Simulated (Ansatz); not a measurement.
# How fast states decay through IF

A new crystal, IF: structure, gap and complex bands. It is built by putting I for part of the F in the F structure of space group C2/c, with the volume rescaled by atomic radii. The parent structure comes from the Materials Project.

Program: Ansatz 0.2.0. Level of theory: PBEsol DFT, plane waves, PAW files, in the first sound run; inputs show where later runs differ. Results are calculated unless marked as measured.

The structure was built from a prototype and need not be the compound's stable phase.

### Step 1. The starting structure

It takes space group C2 (No. 5, monoclinic). Conventional cell: a = 7.261 Å, b = 4.500 Å, c = 9.405 Å, α = 90.00°, β = 94.87°, γ = 90.00°. Nearest to I lie 1 F at 2.01 Å. Nearest to F lie 1 I at 2.01 Å. It derives from F. I for part of the F in the F structure of space group C2/c. Farther neighbours and most contacts between anions are not listed.

As a file:

```cif
data_structure
_symmetry_space_group_name_H-M 'C2'
_symmetry_Int_Tables_number 5
_cell_length_a 7.2615
_cell_length_b 4.4996
_cell_length_c 9.4046
_cell_angle_alpha 90.000
_cell_angle_beta 94.870
_cell_angle_gamma 90.000
_cell_volume 306.17
loop_
_atom_site_label
_atom_site_type_symbol
_atom_site_symmetry_multiplicity
_atom_site_Wyckoff_symbol
_atom_site_fract_x
_atom_site_fract_y
_atom_site_fract_z
_atom_site_occupancy
I1 I 4 c 0.75558 0.15975 0.34796 1
F1 F 4 c 0.24442 0.84025 0.15204 1
```

### Step 2. Cell and atoms at rest

The substituted atoms don't fit the parent's cell, so cell and atoms relax together. A small smearing keeps the run stable in case the gap closes on the way.

Contents of input.yaml:

```yaml
crystal:
  lattice:
    - [3.6307264272, -2.2497825538, 0.0]
    - [3.6307264272, 2.2497825538, 0.0]
    - [-0.7983616641, 0.0, 9.3706786857]
  atoms:
    - { symbol: I, position: [0.59583288, 0.91533597, 0.5979555] }
    - { symbol: I, position: [0.08466403, 0.40416712, 0.9020445] }
    - { symbol: F, position: [0.40416712, 0.08466403, 0.4020445] }
    - { symbol: F, position: [0.91533597, 0.59583288, 0.0979555] }
kpoints:
  mp_grid: { grid: [6, 6, 4] }
scf:
  occupations: { method: gaussian, width: 0.03 }
hamiltonian:
  xc: pbesol
output:
  forces: true
  stress: true
relax:
  f_tol: 0.02
  max_steps: 60
  cell: {}
```

Command:

```sh
ansatz run input.yaml --threads 2 --pin off --max-ram 4096MiB --backend cpu --events-out ev --progress --plain --runs-dir out
```

Numbers of over 12 decimals in the logs are rounded to 6 here.

The program printed:

```text
Engine: ansatz 0.2.0, aarch64-unknown-linux-gnu
Pseudopotentials: kind: paw
Pseudopotential: I, paw, valence charge 17, recommended cutoff 420 eV (normal), I.paw.azcp
Pseudopotential: F, paw, valence charge 7, recommended cutoff 420 eV (normal), F.paw.azcp
Functional definition: PBEsol
  exchange = pbesol_x
  correlation = pbesol_c
Crystal: 4 atoms, lattice volume = 153.086 Å³
Basis set: ecut = 420 eV, 2999 PW (Γ), exchange–correlation on 60×60×128 points (8 copies of the dense FFT grid, shifted against one another)
Bands: 29, of which v1, the nominal top of the filled ones, is band 24 counted from 1 (23 counted from 0)
Symmetry: 2 space group operations
Space group: C2 (ITA 5), of the structure as read, at distance tolerance 5.3e-5 Å
k-points: 47 of 144 (time reversal used)
Non-local potential: I, projectors of the file, l = 0: 2, l = 1: 2, l = 2: 2, l = 3: 2
Non-local potential: F, projectors of the file, l = 0: 2, l = 1: 2, l = 2: 1
PAW form: soft (Blöchl's): semilocal exchange-correlation on the pseudo side does not see the compensation charge
PAW frozen core: I, regenerated for the run's functional, and the local potential with it (the file was generated under x = pbe(κ = 0.804, μ = 0.219515), c = pbe(β = 0.066725))
PAW frozen core: F, regenerated for the run's functional, and the local potential with it (the file was generated under x = pbe(κ = 0.804, μ = 0.219515), c = pbe(β = 0.066725))
PAW one-centre angular grid: I, 590 points (default); XC on 64 Gauss nodes
PAW one-centre angular grid: F, 110 points (default); XC on 64 Gauss nodes
Initial density: superposition of atomic densities (neutral atoms: chi_scale 0, normalization atom), corrected by the library's trained network
Initial wavefunctions: pseudopotential atomic-orbital guess
Functional: x = pbesol(κ = 0.804, μ = 0.123457), c = pbesol(β = 0.046)
SCF iter   1: F=—  HF=-16462.133182 eV  |F-HF|=—  |Δ(HF+E_count)|=         —  Δρ=1.34e-2  dr2=2.58e-1  ethr=1.77e-3  ⟨swp⟩=8.8  Hψ=7729  notcnv=0
preconditioner: auto → Resta (q_TF=auto, 2.249 Å⁻¹)  ε∞=3.5  [insulator: Δε(μ)=1.120 eV  Ē_g=9.243 eV  σ=0.030 eV  W_gap=1.00  n_scr=34 (ndim 8)  ℏωp=14.7 eV  f_vac=0.308  D(μ)=0.00/eV (n_scr^D=0)  ε∞_Penn≈3.5]
SCF iter   2: F=—  HF=-16462.099582 eV  |F-HF|=—  |Δ(HF+E_count)|=   3.36e-2  Δρ=7.97e-3  dr2=7.13e-2  ethr=5.38e-4  ⟨swp⟩=3.0  Hψ=2742  notcnv=0  defer=47
SCF iter   3: F=—  HF=-16462.085863 eV  |F-HF|=—  |Δ(HF+E_count)|=   1.37e-2  Δρ=1.44e-3  dr2=3.14e-3  ethr=1.49e-4  ⟨swp⟩=3.0  Hψ=2061  notcnv=0  defer=47
SCF iter   4: F=—  HF=-16462.085851 eV  |F-HF|=—  |Δ(HF+E_count)|=   1.16e-5  Δρ=2.48e-4  dr2=2.46e-4  ethr=6.54e-6  ⟨swp⟩=2.0  Hψ=2068  notcnv=0  defer=47
SCF iter   5: F=—  HF=-16462.085902 eV  |F-HF|=—  |Δ(HF+E_count)|=   5.10e-5  Δρ=1.06e-4  dr2=2.37e-5  ethr=5.12e-7  ⟨swp⟩=2.0  Hψ=2447  notcnv=0  defer=47
SCF iter   6: F=—  HF=-16462.085869 eV  |F-HF|=—  |Δ(HF+E_count)|=   3.38e-5  Δρ=3.83e-5  dr2=2.50e-6  ethr=4.94e-8  ⟨swp⟩=3.1  Hψ=2377  notcnv=0  defer=47
SCF iter   7: F=—  HF=-16462.085871 eV  |F-HF|=—  |Δ(HF+E_count)|=   2.06e-6  Δρ=7.39e-6  dr2=1.47e-7  ethr=5.21e-9  ⟨swp⟩=2.0  Hψ=1815  notcnv=0  defer=47
SCF iter   8: F=-16462.085871 eV  HF=-16462.085871 eV  |F-HF|=5.53e-10  |Δ(HF+E_count)|=   9.04e-8  Δρ=2.48e-6  dr2=1.54e-8  ethr=2.08e-10  ⟨swp⟩=5.0  Hψ=4896  notcnv=0
SCF 1 converged in 8 iterations: F = -16462.085871 eV  dr2 = 1.54e-8
  greatest PAW one-centre occupation: 0.999 electrons in one spin orbital (limit 2), on the I atom at site 1 (counted from 0), in its partial waves of l = 2
relax step   1: F+E_penalty+E_count = -16462.08587068 eV  Δ(F+E_penalty+E_count) = +0.000e0 eV  max|allowed force component| = 1.325e0 eV/Å  Δτ_max = 0.0000 Å  P = -3.352 GPa  Ω = 153.086 Å³  (8 SCF iters, dr2 threshold 1.00e-7 eV, accepted)
Crystal: 4 atoms, lattice volume = 144.331 Å³
Basis set: ecut = 420 eV, 2807 PW (Γ), exchange–correlation on 60×60×128 points (8 copies of the dense FFT grid, shifted against one another)
Initial density: handed on by an earlier stage of this run
Initial wavefunctions: those handed on with the density
iter 1 solved again at ethr=1.80e-3 eV; its pass at ethr=3.10e-3 eV (dr2=8.65e-1 eV) is discarded
SCF iter   1: F=—  HF=-16462.799018 eV  |F-HF|=—  |Δ(HF+E_count)|=         —  Δρ=4.01e-2  dr2=8.86e-1  ethr=1.80e-3  ⟨swp⟩=1.0  Hψ=8721  notcnv=0
preconditioner: auto → Resta (q_TF=auto, 2.271 Å⁻¹)  ε∞=3.4  [insulator: Δε(μ)=1.398 eV  Ē_g=9.784 eV  σ=0.030 eV  W_gap=1.00  n_scr=34 (ndim 8)  ℏωp=15.1 eV  f_vac=0.324  D(μ)=0.00/eV (n_scr^D=0)  ε∞_Penn≈3.4]
SCF iter   2: F=—  HF=-16462.597462 eV  |F-HF|=—  |Δ(HF+E_count)|=   2.02e-1  Δρ=1.77e-2  dr2=9.47e-2  ethr=1.80e-3  ⟨swp⟩=4.1  Hψ=2934  notcnv=0
SCF iter   3: F=—  HF=-16462.593823 eV  |F-HF|=—  |Δ(HF+E_count)|=   3.64e-3  Δρ=4.69e-3  dr2=1.03e-2  ethr=1.97e-4  ⟨swp⟩=4.1  Hψ=2953  notcnv=0  defer=1
SCF iter   4: F=—  HF=-16462.595931 eV  |F-HF|=—  |Δ(HF+E_count)|=   2.11e-3  Δρ=2.85e-3  dr2=7.93e-3  ethr=2.14e-5  ⟨swp⟩=2.8  Hψ=2315  notcnv=0  defer=1
SCF iter   5: F=—  HF=-16462.594436 eV  |F-HF|=—  |Δ(HF+E_count)|=   1.50e-3  Δρ=3.89e-4  dr2=3.20e-4  ethr=1.65e-5  ⟨swp⟩=2.0  Hψ=2269  notcnv=0  defer=13
SCF iter   6: F=—  HF=-16462.594432 eV  |F-HF|=—  |Δ(HF+E_count)|=   4.06e-6  Δρ=1.23e-4  dr2=2.98e-5  ethr=6.67e-7  ⟨swp⟩=2.3  Hψ=2086  notcnv=0  defer=13
SCF iter   7: F=—  HF=-16462.594441 eV  |F-HF|=—  |Δ(HF+E_count)|=   9.57e-6  Δρ=2.75e-5  dr2=1.72e-6  ethr=6.21e-8  ⟨swp⟩=2.1  Hψ=1778  notcnv=0  defer=13
SCF iter   8: F=-16462.594442 eV  HF=-16462.594442 eV  |F-HF|=1.85e-8  |Δ(HF+E_count)|=   4.14e-7  Δρ=1.02e-5  dr2=1.44e-7  ethr=8.33e-10  ⟨swp⟩=5.4  Hψ=5352  notcnv=0
SCF 2 converged in 8 iterations: F = -16462.594442 eV  dr2 = 1.44e-7
  greatest PAW one-centre occupation: 1.000 electrons in one spin orbital (limit 2), on the I atom at site 1 (counted from 0), in its partial waves of l = 2
relax step   2: F+E_penalty+E_count = -16462.59444171 eV  Δ(F+E_penalty+E_count) = -5.086e-1 eV  max|allowed force component| = 2.557e-1 eV/Å  Δτ_max = 0.1920 Å  P = -1.118 GPa  Ω = 144.331 Å³  energy of the carried Pulay correction = +1.098e-2 eV  (8 SCF iters, dr2 threshold 4.00e-7 eV, accepted)
Crystal: 4 atoms, lattice volume = 135.759 Å³
Basis set: ecut = 420 eV, 2641 PW (Γ), exchange–correlation on 60×60×128 points (8 copies of the dense FFT grid, shifted against one another)
iter 1 solved again at ethr=1.02e-3 eV; its pass at ethr=3.10e-3 eV (dr2=4.91e-1 eV) is discarded
SCF iter   1: F=—  HF=-16462.895635 eV  |F-HF|=—  |Δ(HF+E_count)|=         —  Δρ=3.42e-2  dr2=4.99e-1  ethr=1.02e-3  ⟨swp⟩=1.2  Hψ=8531  notcnv=0
[...]
relax step   9: F+E_penalty+E_count = -16463.07131503 eV  Δ(F+E_penalty+E_count) = +3.276e-4 eV  max|allowed force component| = 7.721e-3 eV/Å  Δτ_max = 0.0155 Å  P = +0.017 GPa  Ω = 132.202 Å³  energy of the carried Pulay correction = +2.731e-2 eV  (7 SCF iters, dr2 threshold 6.59e-9 eV, accepted)
relax step  10: F+E_penalty+E_count = -16463.06981591 eV  Δ(F+E_penalty+E_count) = +1.499e-3 eV  max|allowed force component| = 2.543e-2 eV/Å  Δτ_max = 0.0595 Å  P = +0.078 GPa  Ω = 134.048 Å³  energy of the carried Pulay correction = +2.473e-2 eV  (8 SCF iters, dr2 threshold 2.03e-8 eV, accepted)
relax step  11: F+E_penalty+E_count = -16463.06438333 eV  Δ(F+E_penalty+E_count) = +5.433e-3 eV  max|allowed force component| = 6.766e-2 eV/Å  Δτ_max = 0.1447 Å  P = +0.275 GPa  Ω = 139.050 Å³  energy of the carried Pulay correction = +1.792e-2 eV  (8 SCF iters, dr2 threshold 9.38e-8 eV, accepted)
relax step  12: F+E_penalty+E_count = -16463.06571691 eV  Δ(F+E_penalty+E_count) = -1.334e-3 eV  max|allowed force component| = 4.153e-2 eV/Å  Δτ_max = 0.0142 Å  P = +0.137 GPa  Ω = 139.281 Å³  energy of the carried Pulay correction = +1.761e-2 eV  (5 SCF iters, dr2 threshold 4.00e-7 eV, accepted)
relax step  13: F+E_penalty+E_count = -16463.06409601 eV  Δ(F+E_penalty+E_count) = +1.621e-3 eV  max|allowed force component| = 7.226e-3 eV/Å  Δτ_max = 0.0385 Å  P = -0.001 GPa  Ω = 143.005 Å³  energy of the carried Pulay correction = +1.270e-2 eV  (7 SCF iters, dr2 threshold 1.87e-7 eV, accepted)
relax step  14: F+E_penalty+E_count = -16463.05831570 eV  Δ(F+E_penalty+E_count) = +5.780e-3 eV  max|allowed force component| = 2.226e-2 eV/Å  Δτ_max = 0.0840 Å  P = +0.047 GPa  Ω = 147.418 Å³  energy of the carried Pulay correction = +7.035e-3 eV  (10 SCF iters, rejected (line search))
relax step  15: F+E_penalty+E_count = -16463.06219801 eV  Δ(F+E_penalty+E_count) = +1.898e-3 eV  max|allowed force component| = 2.834e-3 eV/Å  Δτ_max = 0.0359 Å  P = -0.005 GPa  Ω = 144.866 Å³  energy of the carried Pulay correction = +1.029e-2 eV  (10 SCF iters, accepted)
relax step  16: F+E_penalty+E_count = -16463.06132150 eV  Δ(F+E_penalty+E_count) = +8.765e-4 eV  max|allowed force component| = 7.865e-3 eV/Å  Δτ_max = 0.0158 Å  P = -0.012 GPa  Ω = 145.576 Å³  energy of the carried Pulay correction = +9.380e-3 eV  (9 SCF iters, accepted)
relax step  17: F+E_penalty+E_count = -16463.05963836 eV  Δ(F+E_penalty+E_count) = +1.683e-3 eV  max|allowed force component| = 8.057e-3 eV/Å  Δτ_max = 0.0000 Å  P = -0.049 GPa  Ω = 145.576 Å³  stress off target by 1.47e-1 GPa  SCF on the basis re-selected at this cell (its energy is not comparable with the rows above)  (7 SCF iters)
relax step  18: F+E_penalty+E_count = -16463.06117049 eV  Δ(F+E_penalty+E_count) = -1.532e-3 eV  max|allowed force component| = 1.279e-2 eV/Å  Δτ_max = 0.0291 Å  P = -0.043 GPa  Ω = 144.479 Å³  energy of the carried Pulay correction = +1.167e-3 eV  (7 SCF iters, dr2 threshold 5.41e-8 eV, accepted)
relax step  19: F+E_penalty+E_count = -16463.05930201 eV  Δ(F+E_penalty+E_count) = +1.868e-3 eV  max|allowed force component| = 1.396e-1 eV/Å  Δτ_max = 0.0188 Å  P = +0.204 GPa  Ω = 144.331 Å³  energy of the carried Pulay correction = +1.241e-3 eV  (7 SCF iters, dr2 threshold 1.28e-8 eV, rejected (line search))
relax step  20: F+E_penalty+E_count = -16463.06129107 eV  Δ(F+E_penalty+E_count) = -1.206e-4 eV  max|allowed force component| = 9.355e-4 eV/Å  Δτ_max = 0.0034 Å  P = +0.003 GPa  Ω = 144.426 Å³  energy of the carried Pulay correction = +1.222e-3 eV  (9 SCF iters, accepted)
iter 1 solved again at ethr=7.62e-7 eV; its pass at ethr=3.10e-3 eV (dr2=3.66e-4 eV) is discarded
SCF iter   1: F=—  HF=-16463.059633 eV  |F-HF|=—  |Δ(HF+E_count)|=         —  Δρ=1.17e-4  dr2=1.02e-6  ethr=7.62e-7  ⟨swp⟩=3.3  Hψ=10908  notcnv=0
preconditioner: auto → Resta (q_TF=auto, 2.271 Å⁻¹)  ε∞=3.3  [insulator: Δε(μ)=0.914 eV  Ē_g=9.954 eV  σ=0.030 eV  W_gap=1.00  n_scr=36 (ndim 8)  ℏωp=15.1 eV  f_vac=0.372  D(μ)=0.00/eV (n_scr^D=0)  ε∞_Penn≈3.3  vacuum switching on, ρ_ref=7.2e-3 e/Å³]
SCF iter   2: F=—  HF=-16463.060083 eV  |F-HF|=—  |Δ(HF+E_count)|=   4.50e-4  Δρ=5.85e-5  dr2=3.37e-7  ethr=2.13e-9  ⟨swp⟩=3.1  Hψ=2590  notcnv=0
SCF iter   3: F=—  HF=-16463.060179 eV  |F-HF|=—  |Δ(HF+E_count)|=   9.64e-5  Δρ=2.52e-5  dr2=6.46e-8  ethr=7.01e-10  ⟨swp⟩=3.0  Hψ=2432  notcnv=0
SCF iter   4: F=—  HF=-16463.060222 eV  |F-HF|=—  |Δ(HF+E_count)|=   4.29e-5  Δρ=2.75e-6  dr2=7.81e-9  ethr=1.35e-10  ⟨swp⟩=3.0  Hψ=2673  notcnv=0
SCF iter   5: F=—  HF=-16463.060224 eV  |F-HF|=—  |Δ(HF+E_count)|=   1.72e-6  Δρ=5.89e-7  dr2=9.92e-10  ethr=1.63e-11  ⟨swp⟩=2.0  Hψ=1833  notcnv=0
SCF iter   6: F=—  HF=-16463.060224 eV  |F-HF|=—  |Δ(HF+E_count)|=   1.18e-8  Δρ=1.68e-7  dr2=5.97e-11  ethr=2.07e-12  ⟨swp⟩=2.1  Hψ=1852  notcnv=0
SCF iter   7: F=-16463.060224 eV  HF=-16463.060224 eV  |F-HF|=3.64e-12  |Δ(HF+E_count)|=  1.16e-10  Δρ=4.22e-8  dr2=2.87e-12  ethr=1.00e-12  ⟨swp⟩=5.0  Hψ=4770  notcnv=0
SCF 21 converged in 7 iterations: F = -16463.060224 eV  dr2 = 2.87e-12
relax step  21: F+E_penalty+E_count = -16463.06022369 eV  Δ(F+E_penalty+E_count) = +1.067e-3 eV  max|allowed force component| = 9.690e-4 eV/Å  Δτ_max = 0.0000 Å  P = -0.009 GPa  Ω = 144.426 Å³  stress off target by 1.95e-2 GPa  SCF on the basis re-selected at this cell (its energy is not comparable with the rows above)  (7 SCF iters)
basis re-selected at this cell: Δ(F+E_penalty+E_count) = +1.067e-3 eV, ΔP = -0.012 GPa vs the last step (what re-selecting the basis moved, of the pressure what is left beyond the Pulay correction that the steps carried, after the strain that the cell walked since its last selection, with what the two solves' SCF thresholds leave and, on support functions, any second-order correction that the steps lacked; it is no m [...]
SCF converged after 7 iterations
Free energy (F): -16463.060224 eV
Harris-Foulkes:  -16463.060224 eV  (|F-HF|=3.64e-12)
Internal energy: -16463.060224 eV  (E = F + TS)
E sigma→0 (E₀):  -16463.060224 eV
Fermi energy:    1.619545 eV
--- Per-component energies (eV) ---
  E_band       = -1058.740499
  E_kinetic    = 788.309843
  E_local      = -8538.652460  (includes V_loc(G=0)·N_el)
  E_nonlocal   = -34.366216
  E_hartree    = 4069.068509
  E_xc         = -410.461437
  E_vxc        = -457.878728  (∫ρ·V_xc dr)
  E_paw        = -9853.763962  (= ΣΔE_a)
  E_vpaw       = -954.293857  (= ΣTr[D̂ρ^β])
  E_aug_tail   = 0.003963  (compensation charges beyond the density's cutoff)
  E_ewald      = -2484.107633
  E_core_change = 0.909169  (= ΣΔE_core)
  E_smearing   = -0.000000  (= −TS)
  E_closure    = -0.000000  (closes the sum)
  Σ components = -16463.060224   (vs F -16463.060224, Δ=0.00e0)
--- Forces (eV/Å), atoms counted from 1 ---
  atom   1  I     -0.00007163     0.00004845     0.00067967
  atom   2  I      0.00007163     0.00004845    -0.00067967
  atom   3  F     -0.00027423    -0.00004881    -0.00096900
  atom   4  F      0.00027423    -0.00004881     0.00096900
  max |Σ_I F_I| component: 7.05e-7 eV/Å
--- Stress (GPa, compression-positive) ---
        0.007156       0.000000       0.004574
        0.000000      -0.014384       0.000000
        0.004574       0.000000      -0.018701
  P = ⅓ Tr σ = -0.0086 GPa (-0.086 kbar)
--- Relaxed structure (19 steps of the walk, 17 accepted, 2 SCFs on fresh bases) ---
  F+E_penalty+E_count = -16463.06022369 eV   max|allowed force component| = 9.690e-4 eV/Å   (the final SCF, on the basis selected at the relaxed cell)
  cell:  # Å, volume = 144.4260 Å³
    - [3.713364, -2.065680, 0.033062]
    - [3.713364, 2.065680, 0.033062]
    - [-0.731203, 0, 9.407719]
  atoms:
    - { symbol: I, position: [0.672330, 0.808198, 0.635864] }
    - { symbol: I, position: [0.191802, 0.327670, 0.864136] }
    - { symbol: F, position: [0.296203, 0.160336, 0.494632] }
    - { symbol: F, position: [0.839664, 0.703797, 0.00536798] }
```

The job ended after 2.5 min (2 threads of Arm Neoverse V2, shared host; peak memory 0.46 GiB; 5 min of CPU time).

Step by step:

```csv
step,energy less that of the first step (eV),largest force component (eV/Å),pressure (GPa),volume (Å³)
1,0.0000,1.3249,-3.35,153.09
2,-0.5086,0.2557,-1.12,144.33
3,-0.6820,0.5461,1.13,135.76
4,-0.8930,0.3726,0.76,130.47
5,-0.9801,0.1729,-0.28,126.74
6,-0.9876,0.0204,0.16,129.56
7,-0.9862,0.0428,0.00,131.18
8,-0.9858,0.0117,-0.01,131.76
9,-0.9854,0.0077,0.02,132.20
10,-0.9839,0.0254,0.08,134.05
11,-0.9785,0.0677,0.27,139.05
12,-0.9798,0.0415,0.14,139.28
13,-0.9782,0.0072,0.00,143.01
14,-0.9724,0.0223,0.05,147.42
15,-0.9763,0.0028,-0.01,144.87
16,-0.9755,0.0079,-0.01,145.58
17*,-0.9738,0.0081,-0.05,145.58
18,-0.9753,0.0128,-0.04,144.48
19,-0.9734,0.1396,0.20,144.33
20,-0.9754,0.0009,0.00,144.43
21*,-0.9744,0.0010,-0.01,144.43
```

Relaxation steps marked * repeat the geometry before them on a plane-wave basis chosen anew for their cell, so energy and pressure can jump there. Relaxation steps 14, 19 were tried and not accepted.

Forces are held to the 2 operations that the run works with; a distortion that breaks them can't arise in this run.

```csv
cell as run,before,after,change
a (Å),4.271,4.249,-0.5 %
b (Å),4.271,4.249,-0.5 %
c (Å),9.405,9.436,+0.3 %
α (°),94.14,93.44,-0.7 %
β (°),94.14,93.44,-0.7 %
γ (°),63.57,58.17,-8.5 %
volume (Å³/atom),38.27,36.11,-5.7 %
```

The atoms that moved most (Å, as changes of fractional coordinates times the final cell):

```csv
atom,dx,dy,dz,length
F3,-0.188,0.379,0.870,0.967
F4,0.188,0.379,-0.870,0.967
I2,0.141,-0.379,-0.356,0.539
I1,-0.141,-0.379,0.356,0.539
```

This step gave:

```yaml
free_energy: -16463.0602 eV
fermi_energy: 1.620 eV
pressure: -0.008643 GPa
```

The largest force component on a free atom ends at 9.7e-4 eV/Å.

(Continued in part 2 of 3.)

[Logs are printed without paths, hosts, clocks, repeated set-up lines and the standing remarks that a program may print on its own settings, such as how far it seeks lower states.]

[Hosts, paths, dates, database ids (printed as entryN), source tags and the programs' standing remarks are cut or masked in the printed files.]

[New means built here by substitution; the compound itself may be known and measured.]
